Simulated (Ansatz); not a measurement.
# Glassy CaAl2Si2O8 (117 atoms): where an added charge goes, part 2 of 4

Aim: add and remove one electron in glassy CaAl2Si2O8 (117 atoms), with atoms held and relaxed, and read trapping energy and localisation.

Ansatz 0.2.0; Kohn-Sham DFT, PBE, PAW (set soft_2), plane waves.

The cell: 18 Al, 9 Ca, 72 O and 18 Si. The quench rate of 20 K/ps is orders of magnitude faster than experiment. The network of bonds at the start is that of the classical potential that made the cell. Only the Γ point is sampled, in a cell whose shortest periodic width is 12 Å.

So far. Step 2 (Single point at the start): The r.m.s. force at the start is 1.2 eV/Å.

## 3. Relaxation

The atoms are relaxed in the fixed cell, aiming at the force tolerance of the input.

input.yaml reads:

```yaml
crystal:
  lattice:
    - [11.5363, 0.0, 0.0]
    - [0.0, 11.5363, 0.0]
    - [0.0, 0.0, 11.5363]
  atoms:
    [... the 117 atom lines of step 2 ...]
kpoints:
  mp_grid: { grid: [1, 1, 1] }
hamiltonian:
  xc: pbe
scf:
  occupations: { method: fixed }
output:
  forces: true
relax:
  f_tol: 0.05
  max_steps: 120
```

Command:

```
$ ansatz run input.yaml --threads 4 --pin off --max-ram 8192MiB --backend cpu --events-out ev --progress --plain --runs-dir out
```

Numbers of over 12 decimals in the logs are rounded to 6 here.

The log of the run:

```text
[...]
Crystal: 117 atoms, lattice volume = 1535.323 Å³
Basis set: ecut = 420 eV, 30047 PW (Γ), exchange–correlation on 160×160×160 points (8 copies of the dense FFT grid, shifted against one another)
Bands: 441, of which v1, the nominal top of the filled ones, is band 324 counted from 1 (323 counted from 0)
Symmetry: 1 space group operations
[...]
k-points: 1
[...]
SCF iter   1: F=—  HF=-78472.453059 eV  |F-HF|=—  |Δ(HF+E_count)|=         —  Δρ=2.33e-3  dr2=1.31e-1  ethr=1.77e-3  ⟨swp⟩=8.0  Hψ=1503  notcnv=0  defer=115
[...]
SCF iter   6: F=-78472.456829 eV  HF=-78472.456834 eV  |F-HF|=4.56e-6  |Δ(HF+E_count)|=   1.64e-5  Δρ=3.88e-5  dr2=2.18e-5  ethr=9.65e-9  ⟨swp⟩=2.0  Hψ=1345  notcnv=0
SCF 1 converged in 6 iterations: F = -78472.456829 eV  dr2 = 2.18e-5
[...]
relax step   1: F+E_penalty+E_count = -78472.45682949 eV  Δ(F+E_penalty+E_count) = +0.000e0 eV  max|allowed force component| = 4.542e0 eV/Å  Δτ_max = 0.0000 Å  (6 SCF iters, dr2 threshold 6.25e-5 eV, accepted)
[... from here on, the SCF cycles and remarks between the steps are left out ...]
relax step   2: F+E_penalty+E_count = -78477.26441201 eV  Δ(F+E_penalty+E_count) = -4.808e0 eV  max|allowed force component| = 2.597e0 eV/Å  Δτ_max = 0.1976 Å  (7 SCF iters, dr2 threshold 1.00e-4 eV, accepted)
relax step   3: F+E_penalty+E_count = -78479.98620188 eV  Δ(F+E_penalty+E_count) = -2.722e0 eV  max|allowed force component| = 7.634e-1 eV/Å  Δτ_max = 0.1392 Å  (7 SCF iters, dr2 threshold 1.00e-4 eV, accepted)
relax step   4: F+E_penalty+E_count = -78480.57320101 eV  Δ(F+E_penalty+E_count) = -5.870e-1 eV  max|allowed force component| = 4.590e-1 eV/Å  Δτ_max = 0.2000 Å  (7 SCF iters, dr2 threshold 5.03e-5 eV, accepted)
relax step   5: F+E_penalty+E_count = -78480.74959475 eV  Δ(F+E_penalty+E_count) = -1.764e-1 eV  max|allowed force component| = 2.384e-1 eV/Å  Δτ_max = 0.1259 Å  (7 SCF iters, dr2 threshold 1.82e-5 eV, accepted)
relax step   6: F+E_penalty+E_count = -78480.75612962 eV  Δ(F+E_penalty+E_count) = -6.535e-3 eV  max|allowed force component| = 3.477e-1 eV/Å  Δτ_max = 0.2000 Å  (7 SCF iters, dr2 threshold 1.53e-5 eV, accepted)
relax step   7: F+E_penalty+E_count = -78480.85389285 eV  Δ(F+E_penalty+E_count) = -9.776e-2 eV  max|allowed force component| = 9.227e-2 eV/Å  Δτ_max = 0.0944 Å  (7 SCF iters, dr2 threshold 3.26e-5 eV, accepted)
relax step   8: F+E_penalty+E_count = -78480.85706006 eV  Δ(F+E_penalty+E_count) = -3.167e-3 eV  max|allowed force component| = 1.526e-1 eV/Å  Δτ_max = 0.0317 Å  (9 SCF iters, accepted)
relax step   9: F+E_penalty+E_count = -78480.86634778 eV  Δ(F+E_penalty+E_count) = -9.288e-3 eV  max|allowed force component| = 8.521e-2 eV/Å  Δτ_max = 0.0180 Å  (8 SCF iters, accepted)
relax step  10: F+E_penalty+E_count = -78480.85602088 eV  Δ(F+E_penalty+E_count) = +1.033e-2 eV  max|allowed force component| = 8.840e-2 eV/Å  Δτ_max = 0.1234 Å  (9 SCF iters, rejected (line search))
relax step  11: F+E_penalty+E_count = -78480.87526301 eV  Δ(F+E_penalty+E_count) = -8.915e-3 eV  max|allowed force component| = 6.136e-2 eV/Å  Δτ_max = 0.0508 Å  (9 SCF iters, accepted)
relax step  12: F+E_penalty+E_count = -78480.88269782 eV  Δ(F+E_penalty+E_count) = -7.435e-3 eV  max|allowed force component| = 7.094e-2 eV/Å  Δτ_max = 0.1000 Å  (9 SCF iters, accepted)
relax step  13: F+E_penalty+E_count = -78480.89173886 eV  Δ(F+E_penalty+E_count) = -9.041e-3 eV  max|allowed force component| = 9.727e-2 eV/Å  Δτ_max = 0.0998 Å  (7 SCF iters, dr2 threshold 2.61e-6 eV, accepted)
relax step  14: F+E_penalty+E_count = -78480.90865525 eV  Δ(F+E_penalty+E_count) = -1.692e-2 eV  max|allowed force component| = 1.982e-1 eV/Å  Δτ_max = 0.1944 Å  (7 SCF iters, dr2 threshold 9.46e-6 eV, accepted)
relax step  15: F+E_penalty+E_count = -78480.93115671 eV  Δ(F+E_penalty+E_count) = -2.250e-2 eV  max|allowed force component| = 2.871e-1 eV/Å  Δτ_max = 0.1501 Å  (6 SCF iters, dr2 threshold 3.93e-5 eV, accepted)
relax step  16: F+E_penalty+E_count = -78480.97009534 eV  Δ(F+E_penalty+E_count) = -3.894e-2 eV  max|allowed force component| = 2.482e-1 eV/Å  Δτ_max = 0.0878 Å  (5 SCF iters, dr2 threshold 8.24e-5 eV, accepted)
relax step  17: F+E_penalty+E_count = -78481.01977918 eV  Δ(F+E_penalty+E_count) = -4.968e-2 eV  max|allowed force component| = 1.559e-1 eV/Å  Δτ_max = 0.2000 Å  (7 SCF iters, dr2 threshold 4.61e-5 eV, accepted)
relax step  18: F+E_penalty+E_count = -78481.01385617 eV  Δ(F+E_penalty+E_count) = +5.923e-3 eV  max|allowed force component| = 4.204e-1 eV/Å  Δτ_max = 0.0824 Å  (7 SCF iters, dr2 threshold 9.58e-6 eV, rejected (line search))
relax step  19: F+E_penalty+E_count = -78481.03778821 eV  Δ(F+E_penalty+E_count) = -1.801e-2 eV  max|allowed force component| = 9.051e-2 eV/Å  Δτ_max = 0.0412 Å  (9 SCF iters, accepted)
relax step  20: F+E_penalty+E_count = -78481.05495731 eV  Δ(F+E_penalty+E_count) = -1.717e-2 eV  max|allowed force component| = 7.077e-2 eV/Å  Δτ_max = 0.1000 Å  (7 SCF iters, dr2 threshold 2.76e-6 eV, accepted)
relax step  21: F+E_penalty+E_count = -78481.06565638 eV  Δ(F+E_penalty+E_count) = -1.070e-2 eV  max|allowed force component| = 1.095e-1 eV/Å  Δτ_max = 0.1463 Å  (9 SCF iters, accepted)
relax step  22: F+E_penalty+E_count = -78481.07607072 eV  Δ(F+E_penalty+E_count) = -1.041e-2 eV  max|allowed force component| = 1.923e-1 eV/Å  Δτ_max = 0.1949 Å  (7 SCF iters, dr2 threshold 7.33e-6 eV, accepted)
relax step  23: F+E_penalty+E_count = -78481.08753388 eV  Δ(F+E_penalty+E_count) = -1.146e-2 eV  max|allowed force component| = 1.230e-1 eV/Å  Δτ_max = 0.0263 Å  (5 SCF iters, dr2 threshold 3.70e-5 eV, accepted)
relax step  24: F+E_penalty+E_count = -78481.09788641 eV  Δ(F+E_penalty+E_count) = -1.035e-2 eV  max|allowed force component| = 1.179e-1 eV/Å  Δτ_max = 0.2000 Å  (7 SCF iters, dr2 threshold 6.18e-6 eV, accepted)
relax step  25: F+E_penalty+E_count = -78481.10763085 eV  Δ(F+E_penalty+E_count) = -9.744e-3 eV  max|allowed force component| = 1.743e-1 eV/Å  Δτ_max = 0.0742 Å  (7 SCF iters, dr2 threshold 5.68e-6 eV, accepted)
relax step  26: F+E_penalty+E_count = -78481.12767035 eV  Δ(F+E_penalty+E_count) = -2.004e-2 eV  max|allowed force component| = 1.445e-1 eV/Å  Δτ_max = 0.1915 Å  (7 SCF iters, dr2 threshold 2.79e-5 eV, accepted)
relax step  27: F+E_penalty+E_count = -78481.14213210 eV  Δ(F+E_penalty+E_count) = -1.446e-2 eV  max|allowed force component| = 2.206e-1 eV/Å  Δτ_max = 0.1920 Å  (7 SCF iters, dr2 threshold 1.43e-5 eV, accepted)
relax step  28: F+E_penalty+E_count = -78481.15919125 eV  Δ(F+E_penalty+E_count) = -1.706e-2 eV  max|allowed force component| = 1.049e-1 eV/Å  Δτ_max = 0.0493 Å  (5 SCF iters, dr2 threshold 3.34e-5 eV, accepted)
relax step  29: F+E_penalty+E_count = -78481.15200112 eV  Δ(F+E_penalty+E_count) = +7.190e-3 eV  max|allowed force component| = 2.688e-1 eV/Å  Δτ_max = 0.2000 Å  (10 SCF iters, rejected (line search))
relax step  30: F+E_penalty+E_count = -78481.18633682 eV  Δ(F+E_penalty+E_count) = -2.715e-2 eV  max|allowed force component| = 7.770e-2 eV/Å  Δτ_max = 0.0976 Å  (9 SCF iters, accepted)
relax step  31: F+E_penalty+E_count = -78481.20032869 eV  Δ(F+E_penalty+E_count) = -1.399e-2 eV  max|allowed force component| = 4.129e-2 eV/Å  Δτ_max = 0.1000 Å  (9 SCF iters, accepted)
relax step  32: F+E_penalty+E_count = -78481.20332297 eV  Δ(F+E_penalty+E_count) = -2.994e-3 eV  max|allowed force component| = 8.304e-2 eV/Å  Δτ_max = 0.1018 Å  (9 SCF iters, accepted)
relax step  33: F+E_penalty+E_count = -78481.20514968 eV  Δ(F+E_penalty+E_count) = -1.827e-3 eV  max|allowed force component| = 1.221e-1 eV/Å  Δτ_max = 0.0445 Å  (8 SCF iters, accepted)
relax step  34: F+E_penalty+E_count = -78481.21849362 eV  Δ(F+E_penalty+E_count) = -1.334e-2 eV  max|allowed force component| = 7.229e-2 eV/Å  Δτ_max = 0.2000 Å  (7 SCF iters, dr2 threshold 1.49e-5 eV, accepted)
relax step  35: F+E_penalty+E_count = -78481.22279544 eV  Δ(F+E_penalty+E_count) = -4.302e-3 eV  max|allowed force component| = 1.272e-1 eV/Å  Δτ_max = 0.1901 Å  (9 SCF iters, accepted)
relax step  36: F+E_penalty+E_count = -78481.22945668 eV  Δ(F+E_penalty+E_count) = -6.661e-3 eV  max|allowed force component| = 9.138e-2 eV/Å  Δτ_max = 0.0230 Å  (5 SCF iters, dr2 threshold 5.67e-6 eV, accepted)
relax step  37: F+E_penalty+E_count = -78481.24775205 eV  Δ(F+E_penalty+E_count) = -1.830e-2 eV  max|allowed force component| = 8.303e-2 eV/Å  Δτ_max = 0.2000 Å  (7 SCF iters, dr2 threshold 4.31e-6 eV, accepted)
relax step  38: F+E_penalty+E_count = -78481.25323298 eV  Δ(F+E_penalty+E_count) = -5.481e-3 eV  max|allowed force component| = 8.761e-2 eV/Å  Δτ_max = 0.0631 Å  (7 SCF iters, dr2 threshold 3.56e-6 eV, accepted)
relax step  39: F+E_penalty+E_count = -78481.25392304 eV  Δ(F+E_penalty+E_count) = -6.901e-4 eV  max|allowed force component| = 1.378e-1 eV/Å  Δτ_max = 0.2000 Å  (7 SCF iters, dr2 threshold 6.34e-6 eV, accepted)
relax step  40: F+E_penalty+E_count = -78481.26414197 eV  Δ(F+E_penalty+E_count) = -1.022e-2 eV  max|allowed force component| = 1.543e-1 eV/Å  Δτ_max = 0.0637 Å  (5 SCF iters, dr2 threshold 1.90e-5 eV, accepted)
relax step  41: F+E_penalty+E_count = -78481.26963377 eV  Δ(F+E_penalty+E_count) = -5.492e-3 eV  max|allowed force component| = 1.352e-1 eV/Å  Δτ_max = 0.0794 Å  (6 SCF iters, dr2 threshold 2.38e-5 eV, accepted)
relax step  42: F+E_penalty+E_count = -78481.26055261 eV  Δ(F+E_penalty+E_count) = +9.081e-3 eV  max|allowed force component| = 1.552e-1 eV/Å  Δτ_max = 0.1445 Å  (7 SCF iters, dr2 threshold 1.40e-5 eV, rejected (line search))
relax step  43: F+E_penalty+E_count = -78481.27418210 eV  Δ(F+E_penalty+E_count) = -4.548e-3 eV  max|allowed force component| = 4.082e-2 eV/Å  Δτ_max = 0.0283 Å  (8 SCF iters, accepted)
SCF converged after 8 iterations
Free energy (F): -78481.274182 eV
[...]
Internal energy: -78481.274182 eV  (E = F + TS)
E sigma→0 (E₀):  -78481.274182 eV
Fermi energy:    4.198809 eV
[...]
--- Forces (eV/Å), atoms counted from 1 ---
  atom   1  Al     0.00752259    -0.01991872    -0.01422180
  atom   2  Al     0.00256675    -0.00376530     0.00177917
  atom   3  Al     0.00483402    -0.00955270     0.00204127
  atom   4  Al     0.01480215    -0.00434291     0.02592742
  atom   5  Al    -0.00567465    -0.00110595    -0.00040356
  atom   6  Al     0.00943448     0.00591400     0.00975504
  atom   7  Al    -0.01235107    -0.00098057    -0.01264597
  atom   8  Al     0.00909104    -0.00324326     0.00243889
  atom   9  Al    -0.00687975    -0.00379993     0.00013228
  atom  10  Al    -0.01777150    -0.00223747     0.00725720
  atom  11  Al    -0.00826549     0.00398739    -0.00047184
  atom  12  Al     0.00896679     0.00093439    -0.00092152
  atom  13  Al     0.02127568     0.00526279     0.02335093
  atom  14  Al     0.00204489     0.00491344     0.00579197
[...]
atom 116  Si     0.00222322    -0.00786858    -0.00816872
  atom 117  Si    -0.00364165    -0.00705100     0.00197560
  max |Σ_I F_I| component: 2.31e-4 eV/Å
--- Relaxed structure (43 steps of the walk, 39 accepted, 0 SCFs on fresh bases) ---
  F+E_penalty+E_count = -78481.27418210 eV   max|allowed force component| = 4.082e-2 eV/Å
  atoms:
    - { symbol: Al, position: [0.340666, -0.013329, 0.950396] }
    - { symbol: Al, position: [0.836227, 0.968120, 0.066937] }
    - { symbol: Al, position: [0.610631, 0.852174, 0.410270] }
    - { symbol: Al, position: [0.312897, 0.230540, 0.302438] }
[...]
- { symbol: Si, position: [0.957732, 0.310780, 0.645236] }
```

Wall time 9 min (4 threads of Arm Neoverse V2, shared host); peak memory 1.9 GiB; 35 min of CPU time.

The relaxation converged after 43 steps, 8.82 eV below its start, with a largest force component of 0.041 eV/Å.

## 4. Single point at the relaxed geometry

One more single point at the end of the walk gives the fuller output and checks the residual forces.

input.yaml reads:

```yaml
crystal:
  lattice:
    - [11.5363, 0.0, 0.0]
    - [0.0, 11.5363, 0.0]
    - [0.0, 0.0, 11.5363]
  atoms:
    - { symbol: Al, position: [0.34067, 0.98667, 0.9504] }
    - { symbol: Al, position: [0.83623, 0.96812, 0.06694] }
    - { symbol: Al, position: [0.61063, 0.85217, 0.41027] }
    - { symbol: Al, position: [0.3129, 0.23054, 0.30244] }
    - { symbol: Al, position: [0.96927, 0.51473, 0.30134] }
    - { symbol: Al, position: [0.81747, 0.98544, 0.49847] }
    [... 105 atom lines left out ...]
    - { symbol: Si, position: [0.90296, 0.57243, 0.57496] }
    - { symbol: Si, position: [0.47175, 0.81875, 0.0904] }
    - { symbol: Si, position: [0.83407, 0.90915, 0.76941] }
    - { symbol: Si, position: [0.07676, 0.6707, 0.09683] }
    - { symbol: Si, position: [0.72951, 0.74109, 0.0955] }
    - { symbol: Si, position: [0.95773, 0.31078, 0.64524] }
kpoints:
  mp_grid: { grid: [1, 1, 1] }
hamiltonian:
  xc: pbe
scf:
  occupations: { method: fixed }
output:
  forces: true
  stress: true
  populations: true
  dos:
    method: { smearing: { sigma: 0.1 } }
    de: 0.1
    projected: { site_lists: { Al: [Al], Ca: [Ca], O: [O], Si: [Si] } }
  eigenvalues: true
  write_density: true
  write_potential: true
  volumetric_format: npy
```

The log of the run:

```text
[...]
Crystal: 117 atoms, lattice volume = 1535.323 Å³
Basis set: ecut = 420 eV, 30047 PW (Γ), exchange–correlation on 160×160×160 points (8 copies of the dense FFT grid, shifted against one another)
Bands: 441, of which v1, the nominal top of the filled ones, is band 324 counted from 1 (323 counted from 0)
Symmetry: 1 space group operations
[...]
k-points: 1
[...]
SCF iter   1: F=—  HF=-78481.233578 eV  |F-HF|=—  |Δ(HF+E_count)|=         —  Δρ=1.94e-3  dr2=5.69e-2  ethr=1.77e-3  ⟨swp⟩=6.0  Hψ=1578  notcnv=0  defer=113
[...]
SCF iter   9: F=-78481.274184 eV  HF=-78481.274184 eV  |F-HF|=1.71e-8  |Δ(HF+E_count)|=   2.06e-8  Δρ=1.38e-6  dr2=3.06e-8  ethr=1.54e-11  ⟨swp⟩=21.0  Hψ=4547  notcnv=0
SCF 1 converged in 9 iterations: F = -78481.274184 eV  dr2 = 3.06e-8
[...]
SCF converged after 9 iterations
Free energy (F): -78481.274184 eV
[...]
Internal energy: -78481.274184 eV  (E = F + TS)
E sigma→0 (E₀):  -78481.274184 eV
Fermi energy:    4.198907 eV
[...]
--- Forces (eV/Å), atoms counted from 1 ---
  atom   1  Al     0.00620057    -0.01997407    -0.01421330
  atom   2  Al     0.00062629    -0.00369384     0.00077734
  atom   3  Al     0.00491403    -0.00852954     0.00125014
  atom   4  Al     0.01314687    -0.00527827     0.02400442
  atom   5  Al    -0.00464660    -0.00089962     0.00040189
  atom   6  Al     0.00897200     0.00691421     0.00960320
  atom   7  Al    -0.01291367    -0.00019871    -0.01277725
  atom   8  Al     0.00854714    -0.00285488     0.00258160
  atom   9  Al    -0.00582599    -0.00243034     0.00125146
  atom  10  Al    -0.01894083    -0.00387087     0.00829755
  atom  11  Al    -0.00867961     0.00394796    -0.00192156
  atom  12  Al     0.00866990     0.00155921    -0.00022008
  atom  13  Al     0.02162852     0.00530737     0.02367164
  atom  14  Al     0.00084251     0.00726154     0.00403741
[...]
atom 116  Si     0.00601460    -0.00743782    -0.00846275
  atom 117  Si    -0.00299372    -0.00803955    -0.00096999
  max |Σ_I F_I| component: 3.62e-5 eV/Å
--- Stress (GPa, compression-positive) ---
        0.980773      -1.461029       1.908716
       -1.461031       0.604839       0.889545
        1.908716       0.889556       1.427592
  P = ⅓ Tr σ = 1.0044 GPa (10.044 kbar)
--- Band table (eV) ---
[...]
--- Löwdin populations: 117 sites ---
  site symbol       q [e]
     0     Al      1.6794
     1     Al      1.6954
     2     Al      1.6808
[...]
116     Si      2.2595
  spilling = 0.012132 (of n_electrons = 648.000000)
```

The job ended after 28 s (4 threads; peak memory 2.1 GiB; 1.8 min of CPU time).

Numbers from this run:

| Quantity | Value |
| --- | --- |
| free energy | -78481.2742 eV |
| free energy per atom | -670.7801 eV/atom |
| SCF cycles | 9 |
| pressure | 1.004 GPa |
| r.m.s. force component | 0.00806 eV/Å |
| longest force | 0.044 eV/Å |
| Fermi energy | 4.199 eV |
| gap (highest filled to lowest empty level) | 3.864 eV |
| spilling of the projection | 0.01213 |

Löwdin charges by element (they lack the spilled electrons, 0.067 e an atom on average):

```tsv
element	coordination	atoms	mean charge (e)	spread	least	most
Al	all	18	1.31	0.0339	1.23	1.36
Ca	all	9	1.81	0.018	1.77	1.84
O	all	72	-0.869	0.0646	-1.10	-0.767
Si	all	18	1.69	0.036	1.64	1.74
```

States in the cell by windows of 1 eV, zero at the Fermi level; the larger projections on atomic orbitals stand beside the total:

```tsv
from (eV)	to (eV)	total	O p	Si p	O s
-18	-17	62.4	0.6	5.8	48.0
-17	-16	25.3	0.3	1.7	20.0
-16	-15	5.4	0.0	0.1	4.4
-15	-10	0.0	0.0	0.0	0.0
-10	-9	2.0	1.3	0.1	0.1
-9	-8	8.1	5.4	0.4	0.4
-8	-7	15.1	10.4	0.7	0.8
-7	-6	25.1	18.6	2.2	0.7
-6	-5	38.4	29.4	3.7	1.0
-5	-4	50.5	40.1	4.1	1.4
-4	-3	69.3	59.1	2.6	1.7
-3	-2	85.9	78.6	1.5	1.1
-2	-1	86.6	81.9	0.9	0.6
-1	0	49.3	47.2	0.3	0.2
0	1	1.7	1.6	0.0	0.0
1	3	0.0	0.0	0.0	0.0
3	4	1.9	0.0	0.0	0.5
4	5	0.1	0.0	0.0	0.0
```

With fixed occupations the program's Fermi level is the highest filled level; weight inside the gap is the broadening of levels at its edges.

Between -26 and -18 eV lie 105 more states.

The levels nearest the highest filled one (over half full), pooled over k-points and spins:

```tsv
level less the highest filled one (eV)	occupation
-0.410	2
-0.396	2
-0.367	2
-0.244	2
-0.0284	2
0	2
3.86	0
5.23	0
5.33	0
5.38	0
5.44	0
5.55	0
```

Valence density in the ac plane at fractional y = 0.231, with atoms of Al and Ca and O and Si within 0.2 Å of it. It is the smooth field of the valence electrons, not physical close to the nuclei.

Values in e/Å³, 13 rows by 16 columns, each cell a mean:
```
3.9 0.5 0.2 0.7 0.5 0.5 0.4 0.1 0.0 0.0 0.0 0.0 0.2 0.5 0.3 2.7
0.4 0.1 0.6 3.5 1.6 0.1 0.1 0.1 0.1 0.1 0.2 0.1 0.5 1.0 0.3 0.3
1.1 0.8 0.4 0.8 0.3 0.1 0.1 0.6 0.5 0.1 0.1 0.1 0.2 0.3 0.1 0.2
1.1 0.9 0.3 0.7 0.4 0.1 0.2 1.4 0.9 0.1 0.0 0.1 0.6 2.0 0.6 0.3
0.2 0.2 0.4 3.7 3.0 0.2 0.1 0.2 0.1 0.0 0.0 0.1 0.9 3.7 1.1 0.2
1.9 1.0 0.4 1.1 0.7 0.1 0.1 0.2 0.1 0.2 0.2 0.1 0.1 0.2 0.1 0.4
1.6 0.9 0.2 0.5 0.5 0.1 0.1 0.2 0.2 0.5 0.6 0.2 0.0 0.0 0.0 0.3
0.1 0.1 0.2 0.6 1.0 0.2 0.1 0.1 0.1 0.2 0.4 0.2 0.0 0.0 0.0 0.0
0.0 0.0 0.0 0.1 0.2 0.1 0.2 0.3 0.1 0.3 1.3 0.6 0.1 0.0 0.0 0.0
1.0 0.2 0.1 0.5 0.4 0.1 0.4 0.5 0.1 0.1 0.3 0.2 0.0 0.0 0.1 0.9
3.6 0.4 0.5 2.4 1.2 0.1 0.1 0.1 0.0 0.0 0.0 0.0 0.0 0.0 0.2 3.3
0.4 0.1 0.1 0.4 0.4 1.2 0.9 0.1 0.0 0.1 0.0 0.0 0.0 0.0 0.1 0.3
1.6 0.2 0.0 0.0 0.5 4.2 3.1 0.2 0.0 0.0 0.0 0.0 0.0 0.0 0.1 1.1
```
Columns run along a (11.5 Å), rows up along c (11.5 Å). Atoms in or near the plane, at fractional coordinates: Al at (0.31, 0.30), Ca at (0.36, 0.04), O at (0.24, 0.64), O at (0.99, 0.19), Si at (0.17, 0.51), Si at (0.17, 0.76).

Electrostatic potential energy in the ac plane at fractional y = 0.231, with atoms of Al and Ca and O and Si within 0.2 Å of it. With pseudopotentials it is smooth inside the atoms' cores, unlike the true potential.

Values in eV, 13 rows by 16 columns, each cell a mean:
```
-35  -5   8   3   4  -4  -2   6   9  10  10  10   9   6   2 -29
 -2   4   3 -28  -6   9   9   7   7   9  10   7   0  -3   6   0
 -2  -5 -28 -24   4  10   8   1   1   7   8  -1 -11  -4   7   8
 -4  -5 -27 -24   2   9   8  -6  -1   8   8   5  -3 -14   3   5
  3   6   2 -29 -20   9   7   7   9  10  10  10   2 -25  -4  -4
-11  -5 -21 -19   0   7   4   4   7   6   5   9  11  10   8   4
 -8 -10 -37 -26   3   8   6   6   5 -11 -20   3  10  11  11   9
 10   6   0   0  -2   4   7   9   8  -2  -7   5  10  10  10  11
 10   9   8   4  -7  -7   0   9  11   9  -4   6  11  10   9   9
  0   7   8   2  -7  -7   1   7  11  11   9  10  10   9   8   0
-26   2   5 -18  -4   3   6  10  11  11  11  10  10  10   9 -21
  4   5   8   7   3 -14 -10   5  10  11  11  11  10  10   9   6
-18   1   8   8  -4 -37 -31   1   8  10  11  11  10   9   5 -13
```
Columns run along a (11.5 Å; values clipped at the 3rd and 97th percentile), rows up along c (11.5 Å). Atoms in or near the plane, at fractional coordinates: Al at (0.31, 0.30), Ca at (0.36, 0.04), O at (0.24, 0.64), O at (0.99, 0.19), Si at (0.17, 0.51), Si at (0.17, 0.76).

Filled and empty levels are parted by 3.86 eV (at Γ alone); a semilocal functional tends to put such gaps too low. In a disordered cell it changes from sample to sample, and tail or defect levels can set it. Mean Löwdin charges: Al +1.31, Ca +1.81, O -0.87, Si +1.69 e (they miss 1.2 % of the electrons, so they add up to more than the cell's charge).

(Part 2 of 4 ends here.)

[Logs are printed without paths, hosts, clocks, repeated set-up lines and the standing remarks that a program may print on its own settings, such as how far it seeks lower states.]

[Hosts, paths, dates, database ids (printed as entryN), source tags and the programs' standing remarks are cut or masked in the printed files.]
